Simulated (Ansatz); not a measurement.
Rows from a G0W0 calculation on Na3WO4Cl (P4/nmm) (Ansatz 0.2.0; G0W0 on PBE, plane waves, PAW; PAW set soft_1; 2×2×2 mesh, 473 empty bands, screening to 78 eV, PAW set soft_1 files), in eV. Spin-orbit coupling is left out.

```tsv
row	k	band	start	Σx	Σc at the solution	Vxc
A	Γ	v1	2.462	-25.326	4.223	-20.100
B	Γ	v2	2.334	-24.901	4.196	-19.619
C	Γ	c1	7.147	-7.487	-3.255	-11.803
D	(-0.500, -0.500, -0.500)	v1	2.482	-25.414	4.285	-20.117
E	Γ	c2	7.532	-15.018	-3.478	-20.415
F	(-0.500, -0.500, -0.500)	c1	7.864	-15.972	-3.466	-21.466
```

Question: Work out each quasiparticle level and how far it moved.

The quasiparticle equation reads E = start + Σx + Σc(E) − Vxc.

```tsv
row	E (eV)	shift (eV)
A	1.459	−1.003
B	1.248	−1.086
C	8.208	+1.061
D	1.470	−1.012
E	9.451	+1.919
F	9.892	+2.028
```

Limits: not at the basis limit; no spin-orbit coupling; coarse k mesh.

[Paths, hosts, dates, memory and timing lines, banners, echoed tables and standing remarks are left out of the program output.]

[Logs are printed without paths, hosts, clocks, repeated set-up lines and the standing remarks that a program may print on its own settings, such as how far it seeks lower states.]

[Runs of the session that timed out or met a known fault of the program may be left out.]

[Cells called generated may have been cut or substituted from an entry of the Crystallography Open Database or the Materials Project.]

[Hosts, paths, dates, database ids (printed as entryN), source tags and the programs' standing remarks are cut or masked in the printed files.]
